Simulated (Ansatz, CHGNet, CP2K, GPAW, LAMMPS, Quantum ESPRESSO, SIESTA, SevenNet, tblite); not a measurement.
## Aqueous Cs+ and SO4 2-, 1.7 mol of salt per kg of water at 360 K (106 atoms): runs against a plane-wave reference

Density of this cell: 1.46 g/cm³. The cell holds 106 atoms: 37 O, 1 S, 66 H and 2 Cs. Its edges and angles: a = 10.287 Å, b = 10.287 Å, c = 10.287 Å, α = 90.0°, β = 90.0°, γ = 90.0°. 33 H2O, 2 Cs+, 1 SO4 2- placed at random, at 1.46 g/cm³; overlaps pushed apart, then 10 ps at 420 K with Joung-Cheatham ions (J. Phys. Chem. B 112, 9020 (2008)); MMFF94 bonds, angles, torsions, charges and radii (Halgren, J. Comput. Chem. 17, 490 (1996)) in harmonic and 12-6 forms; SPC/E water (Berendsen, Grigera and Straatsma, J. Phys. Chem. 91, 6269 (1987)). Snapshot after 20 ps at 360 K and fixed volume.

Geometry: as built.

The reference, a calculation:

```
method                                           : Kohn-Sham DFT, PBE, PAW, plane waves (Ansatz 0.2.0); cutoff 420 eV, Γ point, fermi-dirac smearing of 0.05 eV; PAW set soft_2
r.m.s. force component                           : 0.6808 eV/Å
longest force                                    : 3.854 eV/Å
pressure                                         : 0.4929 GPa
gap (highest filled to lowest empty level) : 4.141 eV
SCF cycles                                       : 9
time                                             : 5.8 s on 8 threads of Arm Neoverse V2, shared host
CPU time                                         : 40 s
```

Runs, in no order:
A. GPAW PBE, LCAO dzp, h 0.18 Å: Kohn-Sham DFT, PBE, PAW, atomic orbitals (dzp)
B. CP2K PBE, SZV-MOLOPT-SR, 600/50 Ry, OT CG: Kohn-Sham DFT, PBE, GTH-PBE pseudopotentials, Gaussian and plane waves, SZV-MOLOPT-SR-GTH, orbital transformation
C. SIESTA PBE, DZ, shift 0.01 Ry, mesh 500 Ry: Kohn-Sham DFT, PBE, PseudoDojo 0.4.1 norm-conserving pseudopotentials (converted to PSML), numerical atomic orbitals (DZ), diagonalisation
D. SevenNet l3i5 potential: machine-learned interatomic potential SevenNet l3i5, trained on PBE(+U) plane-wave data
E. CP2K PBE+D3, DZVP-UZH, 600/50 Ry, OT CG: Kohn-Sham DFT, PBE+D3, GTH-PBE pseudopotentials, Gaussian and plane waves, DZVP-MOLOPT (UZH set), orbital transformation

Q: Order them from the smallest to the largest r.m.s. force difference.

D, E, A, C, B.

```tsv
run	Δ force, r.m.s. (meV/Å)	share of r.m.s. force (%)	CPU time
D. SevenNet l3i5 potential	80.2	11.8	11 s
E. CP2K PBE+D3, DZVP-UZH, 600/50 Ry, OT CG	134	19.7	9.9 min
A. GPAW PBE, LCAO dzp, h 0.18 Å	459	67.5	97 s
C. SIESTA PBE, DZ, shift 0.01 Ry, mesh 500 Ry	1386	204	81 s
B. CP2K PBE, SZV-MOLOPT-SR, 600/50 Ry, OT CG	2241	329	6 min
```

With short bonds to hydrogen, sets of potentials differ among themselves by several per cent in forces even at converged cutoffs, so the reference isn't exact here either. Machine-learned potentials mimic data converged in k, so the reference's own k-point error enters their differences. The network of contacts between molecules at the start is that of the classical potential that made the cell, and needn't be the one that DFT or experiment would give. The electronic-structure runs sample only Γ, in a cell whose shortest periodic width is 10 Å.

[Logs are printed without paths, hosts, clocks, repeated set-up lines and the standing remarks that a program may print on its own settings, such as how far it seeks lower states.]

[Hosts, paths, dates, database ids (printed as entryN), source tags and the programs' standing remarks are cut or masked in the printed files.]

[The MMFF94 radii named for the starting cell were scaled by 0.96; in molecules described by MMFF94, hydrogen bound to N, O or S took a small fixed 12-6 site in their place.]
